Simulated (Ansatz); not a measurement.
## One crystal, many levels of theory: GaN (P6_3mc)

Wanted: a ladder of band gaps for GaN (P6_3mc), from density functionals to G0W0.

Program: Ansatz 0.2.0. Level of theory: density functionals, hybrids and G0W0, plane waves, PAW. Results are calculated unless marked as measured.

The database entry behind the starting cell differs from later determinations by our own check (about 0.3 % short, ideal inner coordinate), so it need not match the best structure at ambient conditions.

## Step 1: Set-up

The structure is hexagonal, space group P6_3mc (No. 186). The conventional cell has a = 3.180 Å, b = 3.180 Å, c = 5.166 Å, α = 90.00°, β = 90.00°, γ = 120.00°. Nearest to Ga lie 4 N at 1.94 to 1.95 Å. Nearest to N lie 4 Ga at 1.94 to 1.95 Å. Farther neighbours and most contacts between anions are not listed.

The cell and positions come from the Crystallography Open Database and are kept as given unless a step says otherwise. The default PAW set here is soft_2. Its files were made with PBE.

## Step 2: LDA on the 12×12×4 mesh

This step: DFT, LDA, plane waves, PAW.

File input.yaml:

```yaml
crystal:
  lattice:
    - [3.18, 0.0, 0.0]
    - [-1.59, 2.753960784, 0.0]
    - [0.0, 0.0, 5.166]
  atoms:
    - { symbol: Ga, position: [0.3333333333, 0.6666666667, 0.0] }
    - { symbol: Ga, position: [0.6666666667, 0.3333333333, 0.5] }
    - { symbol: "N", position: [0.3333333333, 0.6666666667, 0.375] }
    - { symbol: "N", position: [0.6666666667, 0.3333333333, 0.875] }
kpoints:
  mp_grid: { grid: [12, 12, 4] }
  band_path:
    path:
      - [0.0, 0.0, 0.0]
      - [0.5, 0.0, 0.0]
      - [0.33333333, 0.33333333, 0.0]
      - [0.0, 0.0, 0.5]
      - [0.5, 0.0, 0.5]
      - [0.33333333, 0.33333333, 0.5]
    npoints: 1
hamiltonian:
  xc: lda
scf:
  occupations: { method: fixed }
  n_extra_bands: 5
output:
  eigenvalues: true
```

Launch:

```
$ ansatz run input.yaml --threads 3 --pin off --max-ram 92160MiB --backend cuda --events-out ev --progress --plain --runs-dir out --devices 1 --max-vram 13GiB  # rebuilt from the run's record
```

Numbers of over 12 decimals in the logs are rounded to 6 here.

What it wrote:

```text
scf.n_extra_bands = 5 over 18 filled bands (N_el = 36.0): the run solves 23 bands
GPUs: using 1 of 1 available (devices: 1).
Engine: ansatz 0.2.0, x86_64-unknown-linux-gnu
Pseudopotentials: kind: paw
Pseudopotential: Ga, paw, valence charge 13, recommended cutoff 420 eV (normal), Ga.paw.azcp
Pseudopotential: N, paw, valence charge 5, recommended cutoff 420 eV (normal), N.paw.azcp
Functional definition: SPW92
  exchange = slater_x
  correlation = pw_c
device memory: the entry about to start is reckoned to put 1.6 GiB on a device that reports 28.8 GiB free (of which the cap on the GPU budget leaves the run 13.0 GiB)
GPU FFT provider: cuFFT
GPU libraries: cuBLAS 13.8.2, cuFFT 12.4.0, cuSOLVER 12.3.4
Crystal: 4 atoms, lattice volume = 45.242 Å³
Basis set: ecut = 420 eV, 881 PW (Γ)
Bands: 23, of which v1, the nominal top of the filled ones, is band 18 counted from 1 (17 counted from 0)
Symmetry: 12 space group operations
Space group: P63mc (ITA 186), of the structure as read, at distance tolerance 3.6e-5 Å
k-points: 57 of 576 (time reversal used)
Non-local potential: Ga, projectors of the file, l = 0: 2, l = 1: 2, l = 2: 3, l = 3: 1
Non-local potential: N, projectors of the file, l = 0: 2, l = 1: 2, l = 2: 1
PAW form: soft (Blöchl's): semilocal exchange-correlation on the pseudo side does not see the compensation charge
PAW frozen core: Ga, regenerated for the run's functional, and the local potential with it (the file was generated under x = pbe(κ = 0.804, μ = 0.219515), c = pbe(β = 0.066725))
PAW frozen core: N, regenerated for the run's functional, and the local potential with it (the file was generated under x = pbe(κ = 0.804, μ = 0.219515), c = pbe(β = 0.066725))
PAW one-centre angular grid: Ga, 590 points (default); XC on 64 Gauss nodes
PAW one-centre angular grid: N, 110 points (default); XC on 64 Gauss nodes
Initial density: superposition of atomic densities (neutral atoms: chi_scale 0, normalization atom), corrected by the library's trained network
Initial wavefunctions: pseudopotential atomic-orbital guess
GPU buffer pool allocated for 20736 grid points (all kernels)
GPU transforms: local potential and band sums: pruned to the plane-wave sphere, on 24×24×36
Functional: x = slater, c = lda
SCF iter   1: F=—  HF=-8164.196256 eV  |F-HF|=—  |Δ(HF+E_count)|=         —  Δρ=1.36e-2  dr2=8.00e-2  ethr=1.77e-3  ⟨swp⟩=3.8  Hψ=4764  notcnv=0  defer=86
preconditioner: auto → Resta (q_TF=auto, 2.626 Å⁻¹)  ε∞=4.7  [insulator: Δε(μ)=1.867 eV  Ē_g=17.167 eV  n_scr=22 (ndim 8)  ℏωp=33.1 eV  f_vac=0.008  ε∞_Penn≈4.7]
SCF iter   2: F=—  HF=-8164.173804 eV  |F-HF|=—  |Δ(HF+E_count)|=   2.25e-2  Δρ=3.57e-3  dr2=3.16e-3  ethr=2.22e-4  ⟨swp⟩=2.3  Hψ=2290  notcnv=0  defer=169
SCF iter   3: F=—  HF=-8164.172969 eV  |F-HF|=—  |Δ(HF+E_count)|=   8.35e-4  Δρ=1.63e-3  dr2=5.67e-4  ethr=8.79e-6  ⟨swp⟩=2.0  Hψ=1380  notcnv=0  defer=169
SCF iter   4: F=—  HF=-8164.172803 eV  |F-HF|=—  |Δ(HF+E_count)|=   1.66e-4  Δρ=1.13e-4  dr2=3.32e-6  ethr=1.58e-6  ⟨swp⟩=2.6  Hψ=2143  notcnv=0  defer=165
SCF iter   5: F=—  HF=-8164.172853 eV  |F-HF|=—  |Δ(HF+E_count)|=   5.05e-5  Δρ=1.86e-5  dr2=1.33e-7  ethr=9.22e-9  ⟨swp⟩=2.1  Hψ=2091  notcnv=0  defer=57
SCF iter   6: F=—  HF=-8164.172854 eV  |F-HF|=—  |Δ(HF+E_count)|=   5.05e-8  Δρ=1.37e-5  dr2=5.18e-8  ethr=2.78e-10  ⟨swp⟩=6.6  Hψ=5247  notcnv=0
SCF iter   7: F=-8164.172853 eV  HF=-8164.172853 eV  |F-HF|=3.35e-9  |Δ(HF+E_count)|=   7.19e-8  Δρ=2.74e-6  dr2=3.63e-9  ethr=1.44e-10  ⟨swp⟩=3.4  Hψ=4251  notcnv=0
SCF 1 converged in 7 iterations: F = -8164.172853 eV  dr2 = 3.63e-9
[...]
device memory: the entry about to start is reckoned to put 0.9 GiB on a device that reports 31.3 GiB free (of which the cap on the GPU budget leaves the run 13.0 GiB)
NSCF: frozen V_eff on 6 k-points
SCF converged after 7 iterations
Free energy (F): -8164.172853 eV
Harris-Foulkes:  -8164.172853 eV  (|F-HF|=3.35e-9)
Internal energy: -8164.172853 eV  (E = F + TS)
E sigma→0 (E₀):  -8164.172853 eV
Fermi energy:    9.481432 eV
--- Per-component energies (eV) ---
  E_band       = -20.341138
  E_kinetic    = 494.128745
  E_local      = -3895.623038  (includes V_loc(G=0)·N_el)
  E_nonlocal   = 955.252402
  E_hartree    = 1788.276316
  E_xc         = -255.711092
  E_vxc        = -268.464429  (∫ρ·V_xc dr)
  E_paw        = -4070.286528  (= ΣΔE_a)
  E_vpaw       = -882.191362  (= ΣTr[D̂ρ^β])
  E_aug_tail   = 0.000021  (compensation charges beyond the density's cutoff)
  E_ewald      = -3183.826728
  E_core_change = 3.617048  (= ΣΔE_core)
  E_smearing   = -0.000000  (= −TS)
  E_closure    = 0.000000  (closes the sum)
  Σ components = -8164.172853   (vs F -8164.172853, Δ=0.00e0)
--- Band table (eV; the first three rows and the last of 57) ---
  k-point 0: bands = [... 14 lower, 8.4072, 9.4189, 9.4814, 9.4814, 11.4542, 13.6770, 18.5808, 19.2212, ... 1 higher]
  k-point 1: bands = [... 14 lower, 8.5565, 8.5565, 9.3165, 9.3165, 12.6165, 13.7907, 18.1925, 18.9260, ... 1 higher]
  k-point 2: bands = [... 14 lower, 8.9297, 8.9297, 8.9297, 8.9297, 13.7110, 13.7110, 17.8566, 17.8566, ... 1 higher]
  k-point 56: bands = [... 14 lower, 5.1985, 5.1985, 7.9566, 7.9566, 15.8585, 15.8585, 16.6684, 16.6684, ... 1 higher]
```

Elapsed: 3.7 s, on 1 × NVIDIA H100 80GB HBM3 (shared by 6 runs) with 3 threads of AMD EPYC 7R13 (Zen 3), shared host; peak memory 0.89 GiB.

Numbers from this step:

```yaml
gap: 1.973 eV
valence_top_at: Γ
conduction_bottom_at: Γ
least_direct_gap: 1.973 eV
```

Over mesh and listed points the gap is 1.973 eV, direct, at k = Γ.

## Step 3: PBE on the 12×12×4 mesh

Levels along a band path and on the mesh show where this functional puts the band edges.

This step: DFT, PBE, plane waves, PAW.

File input.yaml:

```yaml
crystal:
  lattice:
    - [3.18, 0.0, 0.0]
    - [-1.59, 2.753960784, 0.0]
    - [0.0, 0.0, 5.166]
  atoms:
    - { symbol: Ga, position: [0.3333333333, 0.6666666667, 0.0] }
    - { symbol: Ga, position: [0.6666666667, 0.3333333333, 0.5] }
    - { symbol: "N", position: [0.3333333333, 0.6666666667, 0.375] }
    - { symbol: "N", position: [0.6666666667, 0.3333333333, 0.875] }
kpoints:
  mp_grid: { grid: [12, 12, 4] }
  band_path:
    path:
      - [[0.0, 0.0, 0.0], [0.5, 0.0, 0.0], [0.33333333, 0.33333333, 0.0], [0.0, 0.0, 0.0], [0.0, 0.0, 0.5], [0.5, 0.0, 0.5], [0.33333333, 0.33333333, 0.5], [0.0, 0.0, 0.5]]
      - [[0.5, 0.0, 0.5], [0.5, 0.0, 0.0]]
      - [[0.33333333, 0.33333333, 0.5], [0.33333333, 0.33333333, 0.0]]
    npoints: 10
hamiltonian:
  xc: pbe
scf:
  occupations: { method: fermi_dirac, width: 0.02 }
  n_extra_bands: 5
output:
  eigenvalues: true
  write_density: true
  write_potential: true
  elf: true
  volumetric_format: npy
```

What it wrote:

```text
[...]
GPUs: using 1 of 1 available (devices: 1).
[...]
GPU FFT provider: cuFFT
GPU libraries: cuBLAS 13.8.2, cuFFT 12.4.0, cuSOLVER 12.3.4
Crystal: 4 atoms, lattice volume = 45.242 Å³
Basis set: ecut = 420 eV, 881 PW (Γ)
Bands: 23, of which v1, the nominal top of the filled ones, is band 18 counted from 1 (17 counted from 0)
Symmetry: 12 space group operations
[...]
k-points: 57 of 576 (time reversal used)
[...]
GPU buffer pool allocated for 20736 grid points (all kernels)
[...]
SCF iter   1: F=—  HF=-8335.795352 eV  |F-HF|=—  |Δ(HF+E_count)|=         —  Δρ=8.55e-4  dr2=1.88e-4  ethr=1.77e-3  ⟨swp⟩=4.6  Hψ=5376  notcnv=0
[...]
SCF iter   6: F=-8335.796292 eV  HF=-8335.796292 eV  |F-HF|=4.11e-9  |Δ(HF+E_count)|=   2.55e-7  Δρ=3.76e-6  dr2=5.78e-9  ethr=2.57e-10  ⟨swp⟩=3.4  Hψ=4642  notcnv=0
SCF 1 converged in 6 iterations: F = -8335.796292 eV  dr2 = 5.78e-9
[...]
NSCF: frozen V_eff on 93 k-points, pencils in batches of 32, up to order 104
SCF converged after 6 iterations
Free energy (F): -8335.796292 eV
[...]
Internal energy: -8335.796292 eV  (E = F + TS)
E sigma→0 (E₀):  -8335.796292 eV
Fermi energy:    10.842505 eV
[...]
--- Band table (eV; the first three rows and the last of 57) ---
  k-point 0: bands = [... 14 lower, 8.7900, 9.7924, 9.8517, 9.8517, 11.8162, 14.1547, 19.1049, 19.7819, ... 1 higher]
  k-point 1: bands = [... 14 lower, 8.9381, 8.9381, 9.6892, 9.6892, 13.0042, 14.2600, 18.7155, 19.4885, ... 1 higher]
  k-point 2: bands = [... 14 lower, 9.3071, 9.3071, 9.3071, 9.3071, 14.1426, 14.1426, 18.3976, 18.3976, ... 1 higher]
  k-point 56: bands = [... 14 lower, 5.6263, 5.6263, 8.3451, 8.3451, 16.3472, 16.3472, 17.1815, 17.1815, ... 1 higher]
```

The job ended after 6.8 s (1 × NVIDIA H100 80GB HBM3 (shared by 6 runs) with 3 threads; peak memory 0.91 GiB; 4.1 s of CPU time).

Numbers from this step:

```
filled bands         : 18
gap                  : 1.964 eV
valence top at       : Γ
conduction bottom at : Γ
least direct gap     : 1.964 eV
```

Over mesh and path the gap is 1.964 eV, direct, at k = Γ. PBE against LDA: 1.964 − 1.973 = −0.009 eV, with the same mesh, files and cutoff, and both edges at the same k points.

## Step 4: PBE+SOC on the 12×12×4 mesh

This run has two-component orbitals with spin-orbit coupling.

This step: DFT, PBE with spin-orbit coupling, plane waves, PAW.

input.yaml, the sections that differ from step 3:

```yaml
kpoints:
  mp_grid: { grid: [12, 12, 4] }
  band_path:
    path:
      - [0.0, 0.0, 0.0]
      - [0.5, 0.0, 0.0]
      - [0.33333333, 0.33333333, 0.0]
      - [0.0, 0.0, 0.5]
      - [0.5, 0.0, 0.5]
      - [0.33333333, 0.33333333, 0.5]
    npoints: 1
scf:
  occupations: { method: fixed }
  n_extra_bands: 10
magnetization:
  noncollinear: true
  spin_orbit: true
# crystal, hamiltonian, output: as in step 3
```

What it wrote:

```text
[...]
GPUs: using 1 of 1 available (devices: 1).
[...]
non-collinear run that drives no moment, with spin-orbit: no starting moment large enough to seed its density (crystal.atoms[].spin), no starting occupations that ask for one, no magnetisation constraint and no magnetic field, so the semilocal B_xc is pinned to zero
[...]
GPU FFT provider: cuFFT
[...]
k-point 0: bands = [... 32 lower, 9.8490, 9.8490, 9.8545, 9.8545, 11.8161, 11.8161, 14.1544, 14.1544, ... 6 higher]
  k-point 1: bands = [... 32 lower, 9.6835, 9.6835, 9.6939, 9.6939, 13.0037, 13.0037, 14.2595, 14.2595, ... 6 higher]
  k-point 2: bands = [... 32 lower, 9.3157, 9.3157, 9.3157, 9.3157, 14.1418, 14.1418, 14.1418, 14.1418, ... 6 higher]
  k-point 56: bands = [... 32 lower, 8.3409, 8.3409, 8.3476, 8.3476, 16.3333, 16.3333, 16.3590, 16.3590, ... 6 higher]
[key lines of the parts left out:]
SCF converged after 8 iterations
Magnetization: |M| = 0.0000 μB,  M = (+0.0000, +0.0000, +0.0000) μB
Free energy (F): -8335.957556 eV
Fermi energy:    9.854495 eV
```

Wall time 10 s (1 × NVIDIA H100 80GB HBM3 (shared by 6 runs) with 3 threads); peak memory 0.99 GiB; 20 s of CPU time.

This step gave:

- gap: 1.962 eV
- valence top at: Γ
- conduction bottom at: Γ
- least direct gap: 1.962 eV

Over mesh and listed points the gap is 1.962 eV, direct, at k = Γ. PBE+SOC against PBE: 1.962 − 1.964 = −0.002 eV, with the same mesh, set of files (read in its fully relativistic form for the spin-orbit run) and cutoff, and both edges at the same k points. The spin-orbit run sees mesh and listed points alone, so its gap is an upper bound: the coupling can move an edge off these points, the more so as this crystal has no centre of inversion, and the change over the zone, its sign included where it is small, is not known.

## Step 5: r2SCAN on the 12×12×4 mesh

r2SCAN is a meta-GGA: it depends on the kinetic-energy density as well as on the density and its gradient.

This step: DFT, r2SCAN, plane waves, PAW.

input.yaml, as its differences from that of step 4:

```diff
@@ -22,9 +22,6 @@
 hamiltonian:
-  xc: pbe
+  xc: r2scan
 scf:
   occupations: { method: fixed }
-  n_extra_bands: 10
-magnetization:
-  noncollinear: true
-  spin_orbit: true
+  n_extra_bands: 5
 output:
```

What it wrote:

```text
[...]
GPUs: using 1 of 1 available (devices: 1).
[...]
GPU FFT provider: cuFFT
GPU libraries: cuBLAS 13.8.2, cuFFT 12.4.0, cuSOLVER 12.3.4
Crystal: 4 atoms, lattice volume = 45.242 Å³
Basis set: ecut = 500 eV, 1129 PW (Γ), exchange–correlation on 96×96×160 points (64 copies of the dense FFT grid, shifted against one another)
[...]
--- Band table (eV; the first three rows and the last of 57) ---
  k-point 0: bands = [... 14 lower, 8.4821, 9.5166, 9.5749, 9.5749, 11.9581, 14.4329, 19.5832, 20.1804, ... 1 higher]
  k-point 1: bands = [... 14 lower, 8.6354, 8.6354, 9.4082, 9.4082, 13.1570, 14.5342, 19.1668, 19.9297, ... 1 higher]
  k-point 2: bands = [... 14 lower, 9.0150, 9.0150, 9.0150, 9.0150, 14.3763, 14.3763, 18.8236, 18.8236, ... 1 higher]
  k-point 56: bands = [... 14 lower, 5.2595, 5.2595, 8.0230, 8.0230, 16.6657, 16.6657, 17.4505, 17.4505, ... 1 higher]
[key lines of the parts left out:]
SCF converged after 7 iterations
Free energy (F): -8352.771817 eV
Fermi energy:    9.574909 eV
```

The job ended after 6 s (1 × NVIDIA H100 80GB HBM3 (shared by 6 runs) with 3 threads; peak memory 0.96 GiB; 8.8 s of CPU time).

This step gave:

| Property | Result |
| --- | --- |
| gap | 2.383 eV |
| valence top at | Γ |
| conduction bottom at | Γ |
| least direct gap | 2.383 eV |

Over mesh and listed points the gap is 2.383 eV, direct, at k = Γ. r2SCAN against PBE: 2.383 − 1.964 = +0.419 eV. The runs also differ in plane-wave cutoff (420 eV and 500 eV), so how much of this comes from the functional alone is not known.

## Step 6: HSE06 on the 6×6×4 mesh

HSE06 mixes in a quarter of exact exchange at short range.

This step: DFT, HSE06, plane waves, PAW.

input.yaml, as its differences from that of step 5:

```diff
@@ -11,3 +11,3 @@
 kpoints:
-  mp_grid: { grid: [12, 12, 4] }
+  mp_grid: { grid: [6, 6, 4] }
   band_path:
@@ -22,3 +22,3 @@
 hamiltonian:
-  xc: r2scan
+  xc: hse06
 scf:
@@ -28,5 +28 @@
   eigenvalues: true
-  write_density: true
-  write_potential: true
-  elf: true
-  volumetric_format: npy
```

What it wrote:

```text
[...]
GPUs: using 1 of 1 available (devices: 1).
[...]
davidson cushion auto → on  (no smearing: the cushion is to keep the highest requested band from converging to the state above it; pin scf.eigensolver.cushion to override)
[...]
GPU FFT provider: cuFFT
GPU libraries: cuBLAS 13.8.2, cuFFT 12.4.0, cuSOLVER 12.3.4
Crystal: 4 atoms, lattice volume = 45.242 Å³
Basis set: ecut = 420 eV, 881 PW (Γ)
[...]
Fermi energy:    9.018836 eV
[...]
--- Band table (eV; the first three rows and the last of 21) ---
  k-point 0: bands = [... 14 lower, 7.8713, 8.9611, 9.0188, 9.0188, 12.2519, 14.7546, 20.0338, 20.5256, ... 1 higher]
  k-point 1: bands = [... 14 lower, 8.0311, 8.0311, 8.8427, 8.8427, 13.4451, 14.8673, 19.5832, 20.2557, ... 1 higher]
  k-point 2: bands = [... 14 lower, 8.4292, 8.4292, 8.4292, 8.4292, 14.7230, 14.7230, 19.1655, 19.1655, ... 1 higher]
  k-point 20: bands = [... 14 lower, 4.4756, 4.4756, 7.4071, 7.4071, 16.9825, 16.9825, 17.7351, 17.7351, ... 1 higher]
[key lines of the parts left out:]
Free energy (F): -8336.816661 eV
```

Elapsed: 23 s, on 1 × NVIDIA H100 80GB HBM3 (shared by 6 runs) with 3 threads; peak memory 1.4 GiB; 29 s of CPU time.

Numbers from this step:

| Property | Result |
| --- | --- |
| gap | 3.233 eV |
| valence top at | Γ |
| conduction bottom at | Γ |
| least direct gap | 3.233 eV |
| exact-exchange fraction | 0.25 |

Over mesh and listed points the gap is 3.233 eV, direct, at k = Γ. HSE06 against PBE: 3.233 − 1.964 = +1.269 eV. The runs also differ in mesh (12×12×4 and 6×6×4), so how much of this comes from the functional alone is not known.

## Step 7: PBE0 on the 6×6×4 mesh

PBE0 mixes in a quarter of exact exchange at all distances.

This step: DFT, PBE0, plane waves, PAW.

input.yaml, as its differences from that of step 6:

```diff
@@ -22,3 +22,3 @@
 hamiltonian:
-  xc: hse06
+  xc: pbe0
 scf:
```

What it wrote:

```text
[...]
GPUs: using 1 of 1 available (devices: 1).
[...]
GPU FFT provider: cuFFT
GPU libraries: cuBLAS 13.8.2, cuFFT 12.4.0, cuSOLVER 12.3.4
Crystal: 4 atoms, lattice volume = 45.242 Å³
Basis set: ecut = 420 eV, 881 PW (Γ)
Bands: 23, of which v1, the nominal top of the filled ones, is band 18 counted from 1 (17 counted from 0)
Symmetry: 12 space group operations
[...]
k-points: 21 of 144 (time reversal used)
[...]
Fermi energy:    8.644341 eV
[...]
--- Band table (eV; the first three rows and the last of 21) ---
  k-point 0: bands = [... 14 lower, 7.4854, 8.5898, 8.6443, 8.6443, 12.5707, 15.1089, 20.4238, 20.9039, ... 1 higher]
  k-point 1: bands = [... 14 lower, 7.6459, 7.6459, 8.4644, 8.4644, 13.7857, 15.2230, 19.9717, 20.6331, ... 1 higher]
  k-point 2: bands = [... 14 lower, 8.0462, 8.0462, 8.0462, 8.0462, 15.0822, 15.0822, 19.5472, 19.5472, ... 1 higher]
  k-point 20: bands = [... 14 lower, 4.0555, 4.0555, 7.0181, 7.0181, 17.3523, 17.3523, 18.1128, 18.1128, ... 1 higher]
[key lines of the parts left out:]
Free energy (F): -8337.027132 eV
```

Run time: 15 s. Hardware: 1 × NVIDIA H100 80GB HBM3 (shared by 6 runs) with 3 threads; peak memory 1.4 GiB; 23 s of CPU time.

Numbers from this step:

| Property | Result |
| --- | --- |
| gap | 3.926 eV |
| valence top at | Γ |
| conduction bottom at | Γ |
| least direct gap | 3.926 eV |
| exact-exchange fraction | 0.25 |

Over mesh and listed points the gap is 3.926 eV, direct, at k = Γ. PBE0 against HSE06: 3.926 − 3.233 = +0.693 eV, with the same mesh, files and cutoff, and both edges at the same k points.

[end of part 1 of 2]

[Paths, hosts, dates, memory and timing lines, banners, echoed tables and standing remarks are left out of the program output.]

[Logs are printed without paths, hosts, clocks, repeated set-up lines and the standing remarks that a program may print on its own settings, such as how far it seeks lower states.]

[Runs of the session that timed out or met a known fault of the program may be left out.]

[Cells called generated may have been cut or substituted from an entry of the Crystallography Open Database or the Materials Project.]

[Hosts, paths, dates, database ids (printed as entryN), source tags and the programs' standing remarks are cut or masked in the printed files.]

[Where an RPA ε∞ is given, it is that of the G0W0 mesh and is not shown converged in it. Names of k-points follow the symmetry that the program found, which can be lower than the space group named. Band edges on a path are those of the sampled points; other points can move an edge, and change direct to indirect where valleys lie close.]

[Hybrid gaps are those of their k-mesh and are not shown converged in it.]
